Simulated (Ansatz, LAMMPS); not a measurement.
# Relaxing Zn2+ BF4- in sulfolane, from a frame at 300 K (191 atoms), part 2 of 2

Aim: bring Zn2+ BF4- in sulfolane, from a frame at 300 K (191 atoms) to a nearby minimum of the energy and see what moves.

Ansatz 0.2.0; Kohn-Sham DFT, PBE+D3(BJ), PAW (set soft_2), plane waves.

The cell: 24 O, 12 S, 48 C, 96 H, 2 B, 8 F and 1 Zn. The network of contacts between molecules at the start is that of the classical potential that made the cell. The density was typed from a rule of thumb and may lie off the real one at this temperature. The Brillouin zone is sampled at Γ only, in a cell whose shortest periodic width is 13 Å.

So far. Step 4 (Relaxation): The relaxation changed the energy by -53.9 meV/atom, and atoms moved by 0.79 Å r.m.s., 2.0 Å at most.

### Step 6. Single point at the relaxed geometry

One more single point at the end of the walk gives the fuller output and checks the residual forces.

File input.yaml:

```yaml
crystal:
  lattice:
    - [12.72088, 0.0, 0.0]
    - [0.0, 12.72088, 0.0]
    - [0.0, 0.0, 12.72088]
  atoms:
    - { symbol: O, position: [0.56602, 0.66512, 0.72405] }
    - { symbol: S, position: [0.61002, 0.7567, 0.67004] }
    - { symbol: O, position: [0.61329, 0.75263, 0.55488] }
    - { symbol: C, position: [0.55002, 0.87844, 0.71047] }
    - { symbol: C, position: [0.64112, 0.95614, 0.70408] }
    - { symbol: C, position: [0.73411, 0.90205, 0.75977] }
    - { symbol: C, position: [0.74101, 0.78849, 0.71977] }
    - { symbol: H, position: [0.48314, 0.89479, 0.65908] }
    - { symbol: H, position: [0.52242, 0.86701, 0.79138] }
    - { symbol: H, position: [0.62141, 0.0303, 0.74319] }
    - { symbol: H, position: [0.65942, 0.9734, 0.62132] }
    - { symbol: H, position: [0.80863, 0.9431, 0.74572] }
    - { symbol: H, position: [0.71954, 0.90284, 0.84474] }
    - { symbol: H, position: [0.79523, 0.77957, 0.65359] }
    - { symbol: H, position: [0.76058, 0.73091, 0.78059] }
    - { symbol: O, position: [0.19897, 0.42397, 0.95593] }
    - { symbol: S, position: [0.17021, 0.45466, 0.06266] }
    - { symbol: O, position: [0.18752, 0.56608, 0.09271] }
    - { symbol: C, position: [0.03534, 0.41764, 0.08624] }
    - { symbol: C, position: [0.04081, 0.31472, 0.14969] }
    - { symbol: C, position: [0.15404, 0.27084, 0.14607] }
    - { symbol: C, position: [0.22753, 0.36516, 0.15549] }
    - { symbol: H, position: [0.99596, 0.48191, 0.12794] }
    - { symbol: H, position: [0.00207, 0.40829, 0.00734] }
    - { symbol: H, position: [0.98459, 0.25743, 0.11842] }
    - { symbol: H, position: [0.02056, 0.33112, 0.23182] }
    - { symbol: H, position: [0.16729, 0.21654, 0.21152] }
    - { symbol: H, position: [0.16861, 0.22894, 0.07188] }
    - { symbol: H, position: [0.2227, 0.4022, 0.23345] }
    - { symbol: H, position: [0.30962, 0.35273, 0.13271] }
    - { symbol: O, position: [0.61449, 0.34556, 0.72064] }
    - { symbol: S, position: [0.63613, 0.32759, 0.60877] }
    [... 153 atom lines left out ...]
    - { symbol: B, position: [0.51262, 0.84776, 0.05789] }
    - { symbol: F, position: [0.56856, 0.88692, 0.97232] }
    - { symbol: F, position: [0.45421, 0.75529, 0.0213] }
    - { symbol: F, position: [0.44021, 0.9211, 0.09692] }
    - { symbol: F, position: [0.5809, 0.81433, 0.13805] }
    - { symbol: Zn, position: [0.31616, 0.66634, 0.05481] }
kpoints:
  mp_grid: { grid: [1, 1, 1] }
hamiltonian:
  xc: pbe
  dispersion: d3bj
scf:
  occupations: { method: fixed }
output:
  forces: true
  stress: true
  populations: true
  dos:
    method: { smearing: { sigma: 0.1 } }
    de: 0.1
    projected: { site_lists: { B: [B], C: [C], F: [F], H: [H], O: [O] } }
  eigenvalues: true
  write_density: true
  write_potential: true
  volumetric_format: npy
```

Command:

```sh
> ansatz run input.yaml --threads 4 --pin off --max-ram 8192MiB --backend cpu --events-out ev --progress --plain --runs-dir out
```

It took 43 s on 4 threads of Intel Xeon Platinum 8259CL at 2.50GHz (Skylake/Cascade Lake), shared host; peak memory 3.1 GiB; 2.6 min of CPU time.

The program notes that the exchange-correlation potential is rough where the density is thin.

Read from the output:

```yaml
free_energy: -48130.8743 eV
free_energy_per_atom: -251.9941 eV/atom
scf_cycles: 11
pressure: -0.2164 GPa
r_m_s_force_component: 0.00471 eV/Å
longest_force: 0.04155 eV/Å
fermi_energy: -0.7451 eV
spacing_of_highest_filled_and_lowest_empty_level: 5.315 eV
spilling_of_the_projection: 0.01649
```

Löwdin charges by element and coordination (they lack the spilled electrons, 0.050 e an atom on average):

```csv
element,coordination,atoms,mean charge (e),spread,least,most
B,all,2,0.877,8.0e-4,0.876,0.878
C,all,48,-0.360,0.0915,-0.461,-0.259
F,all,8,-0.387,0.0166,-0.421,-0.364
F,1,7,-0.382,0.011,-0.397,-0.364
F,2,1,-0.421,0,-0.421,-0.421
H,all,96,0.211,0.019,0.170,0.249
O,all,24,-0.761,0.0277,-0.812,-0.712
O,1,19,-0.749,0.0151,-0.765,-0.712
O,2,5,-0.808,0.0048,-0.812,-0.799
S,all,12,2.05,0.0072,2.04,2.06
Zn,all,1,1.53,0,1.53,1.53
```

Density of states as counts of states in windows of 1 eV (from the Fermi level), total and the larger projections:

```csv
from (eV),to (eV),total,C p,O p,H s,F p,C s
-14,-13,0.0,0.0,0.0,0.0,0.0,0.0
-13,-12,14.6,1.4,0.1,3.2,0.0,8.3
-12,-11,25.3,3.7,0.5,4.3,0.0,10.7
-11,-10,8.1,1.5,0.2,1.2,0.0,2.8
-10,-9,0.0,0.0,0.0,0.0,0.0,0.0
-9,-8,33.3,9.0,2.4,7.7,0.0,8.7
-8,-7,16.6,3.8,1.6,3.1,1.3,2.8
-7,-6,24.8,9.6,4.2,3.2,1.8,0.3
-6,-5,45.5,15.5,9.1,5.4,4.7,0.5
-5,-4,80.3,28.9,15.9,12.0,5.2,1.2
-4,-3,32.9,13.2,5.7,5.4,3.2,0.2
-3,-2,82.9,43.7,9.8,14.7,11.6,0.6
-2,-1,73.0,14.7,32.4,8.7,14.1,0.2
-1,0,51.6,10.4,33.3,2.9,2.4,0.3
0,1,1.0,0.4,0.5,0.1,0.0,0.0
1,5,0.0,0.0,0.0,0.0,0.0,0.0
```

With fixed occupations the program's Fermi level is the highest filled level; weight inside the gap is the broadening of levels at its edges.

Between -24 and -14 eV lie 88 more states.

Not all projections were asked for or kept, so they needn't add up to the total.

The levels nearest the highest filled one (over half full), pooled over k-points and spins:

```csv
level less the highest filled one (eV),occupation
-0.264,2
-0.206,2
-0.190,2
-0.167,2
-0.0856,2
0,2
5.32,0
5.72,0
5.76,0
5.97,0
6.08,0
6.11,0
```

Electrostatic potential energy in the ab plane at fractional z = 0.059, with atoms of S and H and O and C and B and Zn within 0.2 Å of it. With pseudopotentials it is smooth inside the atoms' cores, unlike the true potential.

Values in eV, 13 rows by 16 columns, each cell a mean:
```
 -5 -14   3   5   6   7   0  -7   4   6   6   6   6   6   5   4
 -3 -14  -3   5   7   7   1 -19 -28  -1   6   6   6   6   5   4
-11 -38 -24 -18   3   5   3 -16 -19   1   6   6   6   6   6   5
  1 -10  -3  -2 -12 -18  -2 -11   4   5   6   6   5   6   6   6
  6   6   5   1 -24 -33  -4   5   5   4   3  -2  -7   4   6   7
  6   5 -11 -20   0  -2 -19 -12 -15  -4  -8 -37 -11   5   6   6
 -1  -4 -29 -24   2   5 -13 -26 -36 -18   1 -12 -13   5   5   4
-31 -15 -28 -22   2   5   5  -1 -34  -9   5   4   3   4   5   0
  0   1   1   2   4   5   6   5 -13  -1   6   6   5   4   5   4
  4   4  -7   0   5   5   5   5   6   6   5   5   5   5   5   4
  5   5  -2   2   5   3   5   4   5   4   1   5   6   6   6   6
  5   5   5   5   5   5   6   6   6   6   6   6   6   6   6   6
  3   1   4   5   6   6   6   6   6   6   6   6   6   6   6   5
```
Columns run along a (12.7 Å; values clipped at the 3rd and 97th percentile), rows up along b (12.7 Å). Atoms in or near the plane, at fractional coordinates: S at (0.17, 0.45), H at (0.17, 0.23), O at (0.54, 0.38), S at (0.52, 0.50), C at (0.71, 0.57), H at (0.75, 0.49), B at (0.51, 0.85), Zn at (0.32, 0.67).

Valence density in the ab plane at fractional z = 0.059, with atoms of S and H and O and C and B and Zn within 0.2 Å of it. It is the smooth field of the valence electrons, not physical close to the nuclei.

Ten steps, logarithmic in the rise over the least value, from '0' (0 e/Å³) to '9' (22 e/Å³), each cell a mean:
```
234321000000001232000000000000000000
234321000000013554211000000000000001
123321000000002444222100000000000000
123332222100000122222110000000000000
123333454210001233222110000000000000
123333454210012455311000000000000001
122211122234322343200000000000000001
000000001379841111000000000000000000
000001111268731000000001122321000000
000013443222223321111122344431000000
000014554200136653333223444421000000
000123443100135654223321234421000000
222333233100012333333210113320000001
444333333100000013454310000000000012
343222222100000013676310000000000012
121100111000000002454200000000000001
111001110000000000111000000000000000
100012210000000000000000000000000000
000013320000100000000011100000000000
000001100000110000000011100000011000
000000000000000000000000000000111100
000000000000000000000000000000000000
011000000000000000000000000000000000
122210000000000000000000000000000000
```
Columns run along a (12.7 Å), rows up along b (12.7 Å). Atoms in or near the plane, at fractional coordinates: S at (0.17, 0.45), H at (0.17, 0.23), O at (0.54, 0.38), S at (0.52, 0.50), C at (0.71, 0.57), H at (0.75, 0.49), B at (0.51, 0.85), Zn at (0.32, 0.67).

Mean Löwdin charges: B +0.88, C -0.36, F -0.39, H +0.21, O -0.76, S +2.05 e (they miss 1.6 % of the electrons, so they add up to more than the cell's charge).

A closer look about Zn191, the only Zn atom: 15 atoms, nearest first, numbered in the order of the input, with positions taken from that point.

```csv
atom,x,y,z,distance (Å),bonds,Löwdin charge (e)
Zn191,0.00,0.00,0.00,0.00,6,1.53
O93,0.11,-0.48,-2.01,2.07,2,-0.81
O48,0.06,0.64,1.98,2.08,2,-0.81
O138,-1.37,1.51,-0.44,2.09,2,-0.81
O108,1.24,-1.67,0.34,2.11,2,-0.81
O18,-1.64,-1.28,0.48,2.13,2,-0.80
F188,1.76,1.13,-0.43,2.13,2,-0.42
S17,-1.86,-2.69,0.10,3.27,4,2.06
S137,-2.83,1.69,-0.21,3.30,4,2.05
H119,2.39,-1.05,-2.04,3.31,1,0.23
S92,-0.34,0.02,-3.33,3.35,4,2.05
S47,0.87,0.46,3.22,3.36,4,2.05
H149,-2.19,1.54,2.05,3.37,1,0.22
S107,2.61,-2.16,0.05,3.39,4,2.06
B186,2.50,2.31,0.04,3.40,4,0.88
```

The column of bonds counts only the pairs H-C within 1.34 Å, C-C within 1.85 Å, C-S within 2.21 Å, O-S within 1.88 Å, O-Zn within 2.50 Å, F-B within 1.72 Å, F-Zn within 2.38 Å; other neighbours, such as metal atoms beside each other in a compound, aren't counted, and periodic images can show an atom twice.

### Step 7. Summary of results

```yaml
energy_change_in_the_relaxation: -53.92 meV/atom
r_m_s_displacement: 0.789 Å
largest_displacement: 1.984 Å
free_energy_per_atom: -251.9941 eV/atom
pressure: -0.2164 GPa
r_m_s_force_component: 0.00471 eV/Å
spacing_of_highest_filled_and_lowest_empty_level: 5.315 eV
wall_time_of_the_3_dft_runs: 11 min
```

In words: Relaxation lowers the energy by 53.9 meV/atom and moves atoms by 0.79 Å r.m.s.; the r.m.s. force component goes from 0.93 to 0.0047 eV/Å, the pressure goes from 3.4 to -0.22 GPa, and the gap from 5.04 to 5.32 eV. By the final cutoffs no bond was broken or made. From the first step to the last the energy fell by 10.298 eV, and the largest move was 1.98 Å (H148, with 1 other atom within 2 % of it). The O-Zn bonds go from 1.952 Å (spread 0.063) to 2.095 Å (spread 0.022). Counting bonds as in the table, all B atoms have 4, all C atoms have 4, 88 % of F atoms have 1 and all H atoms have 1 bonded neighbour. The highest filled and lowest empty levels differ by 5.32 eV (at Γ alone); a semilocal functional tends to put such gaps too low. In a disordered cell it changes from sample to sample and from frame to frame.

Caveats: The network of contacts between molecules at the start is that of the classical potential that made the cell; in DFT atoms moved by 0.79 Å r.m.s.

[Logs are printed without paths, hosts, clocks, repeated set-up lines and the standing remarks that a program may print on its own settings, such as how far it seeks lower states.]

[Hosts, paths, dates, database ids (printed as entryN), source tags and the programs' standing remarks are cut or masked in the printed files.]
